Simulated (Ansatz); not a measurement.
# Si on Ni(100): change of the work function

Aim: the work function of Ni(100) at several coverages of Si (top site), and the dipole that each adsorbate carries.

Calculated with Ansatz 0.2.0; plane-wave DFT, LDA, Ansatz PAW, in the first sound run; inputs show where later runs differ.

### Step 1. Set-up

The cell holds 4 atoms: 4 Ni. Cell: a = 2.489 Å, b = 2.489 Å, c = 23.280 Å, α = 90.0°, β = 90.0°, γ = 90.0°. Vacuum lies along c.

### Step 2. The clean slab

The bare slab comes first, as the zero from which every change is counted. The two lowest layers are held at bulk places and the upper ones relax. The dipole correction removes the false field that a one-sided slab makes across the periodic vacuum, so each face gets a flat vacuum level of its own.

File input.yaml:

```yaml
crystal:
  lattice:
    - [2.4890158698, 0.0, 0.0]
    - [0.0, 2.4890158698, 0.0]
    - [0.0, 0.0, 23.28]
  atoms:
    - { symbol: Ni, position: [0.5, 0.5, 0.3865979381], spin: 0.7 }
    - { symbol: Ni, position: [0.0, 0.0, 0.4621993127], spin: 0.7 }
    - { symbol: Ni, position: [0.5, 0.5, 0.5378006873], spin: 0.7 }
    - { symbol: Ni, position: [0.0, 0.0, 0.6134020619], spin: 0.7 }
magnetization:
  spin_polarized: true
kpoints:
  mp_grid: { grid: [12, 12, 1] }
hamiltonian:
  xc: lda
scf:
  occupations: { method: fermi_dirac, width: 0.1 }
  convergence: { dr2_threshold: 1.0e-08 }
efield:
  axis: 3
  dipole_correction: true
  ramp_position: 0.97
  ramp_width: 0.06
relax:
  f_tol: 0.02
  max_steps: 60
  constraints: [{ sites: [0, 1] }]
output:
  write_potential: true
  write_density: true
  volumetric_format: npy
```

Started as:

```sh
$ ansatz run input.yaml --threads 4 --pin off --max-ram 12288MiB --backend cpu --events-out ev --progress --plain --runs-dir out
```

Numbers of over 12 decimals in the logs are rounded to 6 here.

What it wrote:

```text
Engine: ansatz 0.2.0, aarch64-unknown-linux-gnu
Pseudopotentials: kind: paw
Pseudopotential: Ni, paw, valence charge 18, recommended cutoff 420 eV (normal), Ni.paw.azcp
Functional definition: SPW92
  exchange = slater_x
  correlation = pw_c
Crystal: 4 atoms, lattice volume = 144.224 Å³
Basis set: ecut = 420 eV, 2797 PW (Γ)
Bands: 45, of which v1, the nominal top of the filled ones, is band 36 counted from 1 (35 counted from 0)
Symmetry: 8 space group operations
k-points: 28 of 144
Non-local potential: Ni, projectors of the file, l = 0: 3, l = 1: 2, l = 2: 3, l = 3: 1
PAW form: soft (Blöchl's): semilocal exchange-correlation on the pseudo side does not see the compensation charge
PAW frozen core: Ni, regenerated for the run's functional, and the local potential with it (the file was generated under x = pbe(κ = 0.804, μ = 0.219515), c = pbe(β = 0.066725))
PAW one-centre angular grid: Ni, 590 points (default); XC on 64 Gauss nodes
Initial density: superposition of atomic densities (neutral atoms: chi_scale 0, normalization atom)
Starting moments: Σ|m| = 2.8 μB on 4 of 4 sites
Initial wavefunctions: pseudopotential atomic-orbital guess
Functional: x = slater, c = lda
SCF iter   1: F=—  HF=-23087.420323 eV  |F-HF|=—  |Δ(HF+E_count)|=         —  Δρ=2.78e-2 (↑1.29e-2 ↓2.78e-2)  dr2=4.11e0  dr2_m=2.01e-1  M=2.952 μB ∫|m|=3.059 μB  β_m=1.00  ethr=3.10e-3  p=-0.000 e·Å  D=-6.64e-14 V/Å  ΔV_dip=0.00 eV  dr2_dipole=8.79e-7  V_vac-E_F(+/−)=7.41/7.41 eV  ⟨swp⟩=12.2  Hψ=13360  notcnv=0  defer=21
Mixer restart at iter 1: flushing history
efield: sawtooth ramp at fractional position 0.9700 (set: `efield.ramp_position`, or a place that a band, a saddle search or an elastic batch's reference lends), width 0.0600; the density the first Hamiltonian is built on has a dipole p = -0.000 e·Å; the dipole correction subtracts the counter field D = -6.64e-14 V/Å, which shifts the + side's vacuum level by +0.00 eV against the − side's; the planar-averaged density in the ramp window peaks in size at 2.1e-5 e/Å³
preconditioner: auto → LDOS  [metal: Δε(μ)=0.003 eV  Ē_g=6.968 eV  σ=0.100 eV  W_gap=0.01  n_scr=18 (ndim 8)  ℏωp=19.6 eV  f_vac=0.627  D(μ)=8.52/eV (n_scr^D=84)]
spin=Collinear: LDOS preconditioning applied to the charge; magnetization (m = ρ↑ − ρ↓) channel mixes plain (no charge-response kernel on spin).
SCF iter   2: F=—  HF=-23087.687696 eV  |F-HF|=—  |Δ(HF+E_count)|=   2.67e-1  Δρ=1.26e-2 (↑1.26e-2 ↓1.00e-2)  dr2=7.50e-1  dr2_m=4.50e-3  M=2.909 μB ∫|m|=3.119 μB  β_m=0.31  ethr=3.10e-3  p=-0.001 e·Å  D=-6.54e-4 V/Å  ΔV_dip=0.02 eV  dr2_dipole=7.14e-4  V_vac-E_F(+/−)=6.56/6.54 eV  ⟨swp⟩=2.6  Hψ=4473  notcnv=0  defer=72
density mixer auto → msr1: a metal under ldos (density of states about μ 4.03 of a free-electron gas's, 18 screened modes)
SCF iter   3: F=—  HF=-23089.161575 eV  |F-HF|=—  |Δ(HF+E_count)|=    1.47e0  Δρ=5.12e-3 (↑5.12e-3 ↓4.53e-3)  dr2=1.61e-1  dr2_m=2.69e-3  M=2.900 μB ∫|m|=3.121 μB  β_m=0.45  ethr=1.04e-3  p=-0.000 e·Å  D=-1.83e-6 V/Å  ΔV_dip=0.00 eV  dr2_dipole=4.94e-4  V_vac-E_F(+/−)=6.12/6.12 eV  ⟨swp⟩=2.8  Hψ=4271  notcnv=0  defer=72
SCF iter   4: F=—  HF=-23090.668404 eV  |F-HF|=—  |Δ(HF+E_count)|=         —  Δρ=5.58e-3 (↑4.34e-3 ↓5.58e-3)  dr2=9.41e-2  dr2_m=2.74e-3  M=2.838 μB ∫|m|=3.099 μB  β_m=0.45  ethr=2.24e-4  p=0.000 e·Å  D=2.81e-4 V/Å  ΔV_dip=-0.01 eV  dr2_dipole=3.20e-4  V_vac-E_F(+/−)=5.60/5.61 eV  ⟨swp⟩=3.4  Hψ=4753  notcnv=0  defer=74
SCF iter   5: F=—  HF=-23091.016350 eV  |F-HF|=—  |Δ(HF+E_count)|=   3.48e-1  Δρ=4.74e-3 (↑1.56e-3 ↓4.74e-3)  dr2=3.51e-2  dr2_m=5.59e-3  M=2.755 μB ∫|m|=3.017 μB  β_m=0.72  ethr=1.31e-4  p=0.000 e·Å  D=3.78e-4 V/Å  ΔV_dip=-0.01 eV  dr2_dipole=2.67e-5  V_vac-E_F(+/−)=5.45/5.46 eV  ⟨swp⟩=2.3  Hψ=4085  notcnv=0  defer=86
SCF iter   6: F=—  HF=-23091.152132 eV  |F-HF|=—  |Δ(HF+E_count)|=   1.36e-1  Δρ=3.33e-3 (↑1.15e-3 ↓3.33e-3)  dr2=1.64e-2  dr2_m=2.10e-3  M=2.650 μB ∫|m|=2.914 μB  β_m=0.85  ethr=4.88e-5  p=-0.000 e·Å  D=-7.60e-5 V/Å  ΔV_dip=0.00 eV  dr2_dipole=1.72e-5  V_vac-E_F(+/−)=5.31/5.31 eV  ⟨swp⟩=2.0  Hψ=4228  notcnv=0  defer=94
SCF iter   7: F=—  HF=-23091.152573 eV  |F-HF|=—  |Δ(HF+E_count)|=   4.42e-4  Δρ=1.67e-3 (↑1.40e-3 ↓1.67e-3)  dr2=8.41e-3  dr2_m=1.31e-4  M=2.646 μB ∫|m|=2.909 μB  β_m=0.65  ethr=2.27e-5  p=0.000 e·Å  D=3.69e-4 V/Å  ΔV_dip=-0.01 eV  dr2_dipole=1.22e-4  V_vac-E_F(+/−)=5.24/5.25 eV  ⟨swp⟩=2.2  Hψ=4607  notcnv=0  defer=97
SCF iter   8: F=—  HF=-23091.150329 eV  |F-HF|=—  |Δ(HF+E_count)|=   2.24e-3  Δρ=4.28e-4 (↑1.92e-4 ↓4.28e-4)  dr2=2.66e-4  dr2_m=7.47e-5  M=2.647 μB ∫|m|=2.909 μB  β_m=0.82  ethr=1.17e-5  p=-0.000 e·Å  D=-4.73e-5 V/Å  ΔV_dip=0.00 eV  dr2_dipole=4.68e-9  V_vac-E_F(+/−)=5.27/5.27 eV  ⟨swp⟩=2.0  Hψ=3927  notcnv=0  defer=96
SCF iter   9: F=—  HF=-23091.150488 eV  |F-HF|=—  |Δ(HF+E_count)|=   1.59e-4  Δρ=2.77e-4 (↑1.68e-4 ↓2.77e-4)  dr2=2.11e-4  dr2_m=4.98e-6  M=2.644 μB ∫|m|=2.908 μB  β_m=0.68  ethr=3.69e-7  p=0.000 e·Å  D=1.22e-4 V/Å  ΔV_dip=-0.00 eV  dr2_dipole=1.80e-9  V_vac-E_F(+/−)=5.25/5.25 eV  ⟨swp⟩=3.1  Hψ=4932  notcnv=0  defer=96
SCF iter  10: F=—  HF=-23091.150432 eV  |F-HF|=—  |Δ(HF+E_count)|=   5.60e-5  Δρ=8.68e-5 (↑7.71e-5 ↓8.68e-5)  dr2=3.31e-5  dr2_m=7.05e-7  M=2.643 μB ∫|m|=2.907 μB  β_m=0.59  ethr=2.92e-7  p=-0.000 e·Å  D=-5.28e-5 V/Å  ΔV_dip=0.00 eV  dr2_dipole=2.59e-6  V_vac-E_F(+/−)=5.24/5.24 eV  ⟨swp⟩=2.0  Hψ=3673  notcnv=0  defer=96
SCF iter  11: F=—  HF=-23091.150435 eV  |F-HF|=—  |Δ(HF+E_count)|=   2.82e-6  Δρ=4.04e-5 (↑4.04e-5 ↓3.86e-5)  dr2=3.54e-6  dr2_m=7.58e-7  M=2.644 μB ∫|m|=2.908 μB  β_m=0.56  ethr=4.59e-8  p=0.000 e·Å  D=1.01e-5 V/Å  ΔV_dip=-0.00 eV  dr2_dipole=2.59e-9  V_vac-E_F(+/−)=5.25/5.25 eV  ⟨swp⟩=2.1  Hψ=3637  notcnv=0  defer=96
SCF iter  12: F=—  HF=-23091.150436 eV  |F-HF|=—  |Δ(HF+E_count)|=   9.58e-7  Δρ=1.01e-5 (↑1.01e-5 ↓7.61e-6)  dr2=1.97e-7  dr2_m=7.35e-8  M=2.644 μB ∫|m|=2.908 μB  β_m=0.70  ethr=4.91e-9  p=0.000 e·Å  D=2.11e-6 V/Å  ΔV_dip=-0.00 eV  dr2_dipole=2.65e-8  V_vac-E_F(+/−)=5.25/5.25 eV  ⟨swp⟩=2.4  Hψ=4010  notcnv=0  defer=96
SCF iter  13: F=—  HF=-23091.150436 eV  |F-HF|=—  |Δ(HF+E_count)|=   9.62e-8  Δρ=7.06e-6 (↑2.66e-6 ↓7.06e-6)  dr2=6.60e-8  dr2_m=1.69e-8  M=2.644 μB ∫|m|=2.908 μB  β_m=0.76  ethr=2.74e-10  p=-0.000 e·Å  D=-8.09e-7 V/Å  ΔV_dip=0.00 eV  dr2_dipole=3.47e-9  V_vac-E_F(+/−)=5.25/5.25 eV  ⟨swp⟩=2.2  Hψ=4223  notcnv=0  defer=96
[...]
preconditioner: auto → LDOS  [metal: Δε(μ)=0.003 eV  Ē_g=7.099 eV  σ=0.100 eV  W_gap=0.01  n_scr=18 (ndim 8)  ℏωp=19.6 eV  f_vac=0.650  D(μ)=7.51/eV (n_scr^D=74)]
spin=Collinear: LDOS preconditioning applied to the charge; magnetization (m = ρ↑ − ρ↓) channel mixes plain (no charge-response kernel on spin).
SCF iter   2: F=—  HF=-23091.271404 eV  |F-HF|=—  |Δ(HF+E_count)|=   9.91e-4  Δρ=6.94e-4 (↑6.94e-4 ↓4.44e-4)  dr2=3.20e-3  dr2_m=4.26e-5  M=2.584 μB ∫|m|=2.833 μB  β_m=0.31  ethr=1.96e-5  p=0.001 e·Å  D=6.83e-4 V/Å  ΔV_dip=-0.02 eV  dr2_dipole=6.38e-4  V_vac-E_F(+/−)=5.22/5.24 eV  ⟨swp⟩=1.8  Hψ=3821  notcnv=0  defer=96
density mixer auto → msr1: a metal under ldos (density of states about μ 3.77 of a free-electron gas's, 18 screened modes)
SCF iter   3: F=—  HF=-23091.271363 eV  |F-HF|=—  |Δ(HF+E_count)|=   4.15e-5  Δρ=5.74e-4 (↑5.74e-4 ↓3.43e-4)  dr2=3.56e-4  dr2_m=2.23e-4  M=2.584 μB ∫|m|=2.833 μB  β_m=0.44  ethr=4.44e-6  p=0.001 e·Å  D=7.00e-4 V/Å  ΔV_dip=-0.02 eV  dr2_dipole=6.29e-5  V_vac-E_F(+/−)=5.23/5.24 eV  ⟨swp⟩=1.4  Hψ=2618  notcnv=0  defer=96
SCF iter   4: F=—  HF=-23091.271492 eV  |F-HF|=—  |Δ(HF+E_count)|=   1.29e-4  Δρ=3.26e-4 (↑3.26e-4 ↓2.15e-4)  dr2=8.18e-5  dr2_m=6.64e-5  M=2.582 μB ∫|m|=2.831 μB  β_m=0.46  ethr=4.94e-7  p=0.000 e·Å  D=4.44e-4 V/Å  ΔV_dip=-0.01 eV  dr2_dipole=1.97e-9  V_vac-E_F(+/−)=5.23/5.24 eV  ⟨swp⟩=1.9  Hψ=3139  notcnv=0  defer=95
SCF iter   5: F=—  HF=-23091.271534 eV  |F-HF|=—  |Δ(HF+E_count)|=   4.17e-5  Δρ=9.92e-5 (↑9.92e-5 ↓9.35e-5)  dr2=5.11e-6  dr2_m=1.08e-5  M=2.582 μB ∫|m|=2.831 μB  β_m=0.61  ethr=1.14e-7  p=0.000 e·Å  D=3.61e-5 V/Å  ΔV_dip=-0.00 eV  dr2_dipole=7.35e-7  V_vac-E_F(+/−)=5.24/5.25 eV  ⟨swp⟩=2.1  Hψ=3784  notcnv=0  defer=91
SCF iter   6: F=—  HF=-23091.271545 eV  |F-HF|=—  |Δ(HF+E_count)|=   1.15e-5  Δρ=1.07e-4 (↑4.44e-5 ↓1.07e-4)  dr2=1.60e-5  dr2_m=2.19e-6  M=2.581 μB ∫|m|=2.830 μB  β_m=0.61  ethr=7.09e-9  p=-0.000 e·Å  D=-1.56e-4 V/Å  ΔV_dip=0.00 eV  dr2_dipole=1.46e-8  V_vac-E_F(+/−)=5.25/5.25 eV  ⟨swp⟩=2.9  Hψ=5245  notcnv=0  defer=91
SCF iter   7: F=—  HF=-23091.271543 eV  |F-HF|=—  |Δ(HF+E_count)|=   1.93e-6  Δρ=1.80e-5 (↑1.80e-5 ↓1.62e-5)  dr2=9.00e-7  dr2_m=2.20e-7  M=2.581 μB ∫|m|=2.830 μB  β_m=0.59  ethr=7.09e-9  p=-0.000 e·Å  D=-1.92e-4 V/Å  ΔV_dip=0.00 eV  dr2_dipole=1.04e-7  V_vac-E_F(+/−)=5.25/5.25 eV  ⟨swp⟩=2.2  Hψ=4465  notcnv=0  defer=91
SCF iter   8: F=—  HF=-23091.271543 eV  |F-HF|=—  |Δ(HF+E_count)|=   6.61e-8  Δρ=1.70e-5 (↑5.66e-6 ↓1.70e-5)  dr2=3.76e-7  dr2_m=8.70e-8  M=2.581 μB ∫|m|=2.830 μB  β_m=0.59  ethr=1.25e-9  p=-0.000 e·Å  D=-2.04e-4 V/Å  ΔV_dip=0.00 eV  dr2_dipole=1.89e-10  V_vac-E_F(+/−)=5.25/5.25 eV  ⟨swp⟩=3.4  Hψ=5277  notcnv=0  defer=91
SCF iter   9: F=—  HF=-23091.271543 eV  |F-HF|=—  |Δ(HF+E_count)|=   1.14e-8  Δρ=6.35e-6 (↑5.28e-6 ↓6.35e-6)  dr2=9.71e-8  dr2_m=6.34e-9  M=2.581 μB ∫|m|=2.830 μB  β_m=0.51  ethr=5.22e-10  p=-0.000 e·Å  D=-2.04e-4 V/Å  ΔV_dip=0.00 eV  dr2_dipole=1.18e-9  V_vac-E_F(+/−)=5.25/5.25 eV  ⟨swp⟩=2.2  Hψ=3906  notcnv=0  defer=91
SCF iter  10: F=—  HF=-23091.271543 eV  |F-HF|=—  |Δ(HF+E_count)|=   1.93e-8  Δρ=2.07e-6 (↑1.69e-6 ↓2.07e-6)  dr2=6.02e-9  dr2_m=3.45e-9  M=2.581 μB ∫|m|=2.830 μB  β_m=0.56  ethr=1.35e-10  p=-0.000 e·Å  D=-2.12e-4 V/Å  ΔV_dip=0.00 eV  dr2_dipole=3.81e-10  V_vac-E_F(+/−)=5.25/5.25 eV  ⟨swp⟩=2.1  Hψ=3614  notcnv=0  defer=91
SCF iter  11: F=—  HF=-23091.271543 eV  |F-HF|=—  |Δ(HF+E_count)|=   4.64e-9  Δρ=4.42e-7 (↑3.86e-7 ↓4.42e-7)  dr2=2.25e-10  dr2_m=1.91e-10  M=2.581 μB ∫|m|=2.830 μB  β_m=0.66  ethr=8.36e-12  p=-0.000 e·Å  D=-2.12e-4 V/Å  ΔV_dip=0.00 eV  dr2_dipole=1.60e-11  V_vac-E_F(+/−)=5.25/5.25 eV  ⟨swp⟩=2.2  Hψ=3795  notcnv=0  defer=91
SCF iter  12: F=-23091.271543 eV  HF=-23091.271543 eV  |F-HF|=1.08e-9  |Δ(HF+E_count)|=   1.67e-9  Δρ=6.47e-7 (↑1.15e-7 ↓6.47e-7)  dr2=1.00e-9  dr2_m=1.54e-10  M=2.581 μB ∫|m|=2.830 μB  ethr=1.00e-12  p=-0.000 e·Å  D=-2.12e-4 V/Å  ΔV_dip=0.00 eV  dr2_dipole=4.39e-12  V_vac-E_F(+/−)=5.25/5.25 eV  ⟨swp⟩=6.1  Hψ=15275  notcnv=0
SCF 5 converged in 12 iterations: F = -23091.271543 eV  dr2 = 1.00e-9
relax step   5: F+E_penalty+E_count = -23091.27154312 eV  Δ(F+E_penalty+E_count) = -1.160e-3 eV  max|allowed force component| = 4.626e-3 eV/Å  Δτ_max = 0.0242 Å  (12 SCF iters, accepted)
NSCF: frozen V_eff on 28 k-points
the band table was solved once a step of the walk had ended and its energy, with any forces and stress, was formed, with the checks that follow a solve (13298 applications of the Hamiltonian). They found nothing against the state; the energy, forces and stress were not computed again (output.eigenvalues in the input reference)
WARN: The output density's exchange-correlation potential varies sharply where the density is thin. Do not read a vacuum level from v_tot or v_xc, or from such a field of the output density. On a cell that repeats whose density bears no net charge and no dipole along the vacuum's axis use v_es (v_loc + v_h of the components); under efield.dipole_correction with no amplitude use v_es + v_field, which holds any externa [...]
SCF converged after 12 iterations
Magnetization: 2.5812 μB (37.2906 up, 34.7094 down)
Absolute magnetization: 2.8322 μB (∫|ρ↑−ρ↓|, with the PAW one-centre terms)
Spin contamination: 0.0238 ħ² per cell (⟨S²⟩ above its minimum at these occupations)
Per-site moments (μB) at R_I (Å): [(0.709715, 1.026719), (0.639496, 0.999861), (0.641409, 0.977177), (0.698772, 0.977177)]
Free energy (F): -23091.271543 eV
Harris-Foulkes:  -23091.271543 eV  (|F-HF|=1.08e-9)
Internal energy: -23091.026895 eV  (E = F + TS)
E sigma→0 (E₀):  -23091.149219 eV
Entropy (-TS):   -0.244648 eV (-61.162 meV/atom)
Fermi energy:    1.738214 eV
Dipole field:    D = -0.000208 V/Å  (p = -0.000166 e·Å, saw-weighted, corrected)
Work function:   Φ+ = 5.2509 eV   Φ− = 5.2460 eV
Levels:          The Fermi level and band energies are counted from a zero that moves with the ramp; work functions are not
--- Per-component energies (eV) ---
  E_band       = -2292.416885
  E_kinetic    = 1131.334601
  E_local      = -165491.528710  (includes V_loc(G=0)·N_el)
  E_nonlocal   = 2561.030326
  E_hartree    = 81025.507067
  E_xc         = -335.306903
  E_vxc        = -434.015804  (∫ρ·V_xc dr)
  E_paw        = -6256.907833  (= ΣΔE_a)
  E_vpaw       = -2110.247739  (= ΣTr[D̂ρ^β])
  E_aug_tail   = 0.001853  (compensation charges beyond the density's cutoff)
  E_efield     = 0.000000  (sawtooth field / dipole correction)
  E_vefield    = -0.001355  (∫n·V_field dr)
  E_ewald      = 64273.106222
  E_core_change = 1.736482  (= ΣΔE_core)
  E_smearing   = -0.244648  (= −TS)
  E_closure    = 0.000000  (closes the sum)
  Σ components = -23091.271543   (vs F -23091.271543, Δ=0.00e0)
--- Forces (eV/Å), atoms counted from 1 ---
  atom   1  Ni    -0.00000000     0.00000000     0.92547597
  atom   2  Ni    -0.00000000     0.00000000    -0.92458627
  atom   3  Ni    -0.00000000     0.00000000    -0.00462583
  atom   4  Ni     0.00000000     0.00000000     0.00374414
  max |Σ_I F_I| component: 8.00e-6 eV/Å
--- Band table (eV; the first three rows and the last of 56) ---
  k-point 0 ↑: bands = [... 32 lower, 0.7900, 0.8667, 0.8667, 1.1332, 1.2522, 1.3081, 1.3081, 2.0264, ... 5 higher]
  k-point 1 ↑: bands = [... 32 lower, 0.6305, 0.6514, 0.9735, 1.0650, 1.0697, 1.2167, 1.3352, 2.3950, ... 5 higher]
  k-point 2 ↑: bands = [... 32 lower, 0.4961, 0.5811, 0.9460, 0.9708, 1.1368, 1.2179, 1.3410, 3.1378, ... 5 higher]
  k-point 27 ↓: bands = [... 32 lower, 1.9090, 2.0540, 2.2998, 2.4112, 5.1189, 5.1189, 7.8387, 7.8387, ... 5 higher]
--- Relaxed structure (5 steps of the walk, 5 accepted, 0 SCFs on fresh bases) ---
  F+E_penalty+E_count = -23091.27154312 eV   max|allowed force component| = 4.626e-3 eV/Å
  atoms:
    - { symbol: Ni, position: [0.5, 0.5, 0.386598] }
    - { symbol: Ni, position: [0.0, 0.0, 0.4621993127] }
    - { symbol: Ni, position: [0.5, 0.5, 0.533791] }
    - { symbol: Ni, position: [0, 0.0, 0.601901] }
```

It took 69 s on 4 threads of Arm Neoverse V2, shared host; peak memory 0.64 GiB; 4.4 min of CPU time.

The steps of the relaxation:

```tsv
step	energy less that of the first step (eV)	largest force component (eV/Å)
1	0.0000	0.9745
2	-0.0775	0.6369
3	-0.1199	0.1263
4	-0.1199	0.0625
5	-0.1211	0.0046
```

Forces are held to the 8 operations that the run works with; a distortion that breaks them can't arise in this run.

The atoms that moved most (Å):

```tsv
atom	dx	dy	dz	length
Ni4	0.000	0.000	-0.268	0.268
Ni3	0.000	0.000	-0.093	0.093
```

The relaxed structure:

```cif
data_structure
_symmetry_space_group_name_H-M 'P 1'
_symmetry_Int_Tables_number 1
_cell_length_a 2.4890
_cell_length_b 2.4890
_cell_length_c 23.2800
_cell_angle_alpha 90.000
_cell_angle_beta 90.000
_cell_angle_gamma 90.000
_cell_volume 144.22
loop_
_atom_site_label
_atom_site_type_symbol
_atom_site_fract_x
_atom_site_fract_y
_atom_site_fract_z
_atom_site_occupancy
Ni1 Ni 0.50000 0.50000 0.38660 1
Ni2 Ni 0.00000 0.00000 0.46220 1
Ni3 Ni 0.50000 0.50000 0.53379 1
Ni4 Ni 0.00000 0.00000 0.60190 1
```

This step gave:

```yaml
energy_at_zero_smearing: -23091.1492 eV
total_moment: 2.581 μB
site_moments: 0.7097, 0.6395, 0.6414, 0.6988 μB
work_function_upper_face: 5.251 eV
dipole_along_the_normal: -1.66e-4 e·Å
```

Running mean over 1.76 Å of the planar mean; the ramp of the sawtooth is left out. The electron's electrostatic potential energy less the Fermi level by z:

```tsv
z (Å)	electron's electrostatic potential energy less the Fermi level (eV)
3.0	5.25
3.5	5.25
4.0	5.25
4.5	5.25
5.0	5.24
5.5	5.24
6.0	5.21
6.5	5.11
7.0	4.76
7.5	3.29
8.0	-1.39
8.5	-7.12
9.0	-9.65
9.5	-9.99
10.0	-10.1
10.5	-10.2
11.0	-10.7
11.5	-11.3
12.0	-11.1
12.5	-11.0
13.0	-12.0
13.5	-11.8
14.0	-10.2
14.5	-7.33
15.0	-1.57
15.5	3.21
16.0	4.75
16.5	5.11
17.0	5.21
17.5	5.24
18.0	5.25
18.5	5.25
19.0	5.25
19.5	5.25
20.0	5.25
```

Site moment by atom:

```tsv
atom	site moment (μB)
Ni1	0.710
Ni2	0.639
Ni3	0.641
Ni4	0.699
```

The relaxation took 5 steps and lowered the energy by 0.12 eV; the largest force on the free atoms ends at 0.0046 eV/Å.

The work function of the upper face is 5.25 eV.

(Part 1 of 5 ends here.)

[Logs are printed without paths, hosts, clocks, repeated set-up lines and the standing remarks that a program may print on its own settings, such as how far it seeks lower states.]

[Hosts, paths, dates, database ids (printed as entryN), source tags and the programs' standing remarks are cut or masked in the printed files.]

[Maps of the electrostatic potential energy from Ansatz leave out the sawtooth potential of an applied field or a dipole correction, so their vacuum need not be flat; planar profiles and work functions include it.]
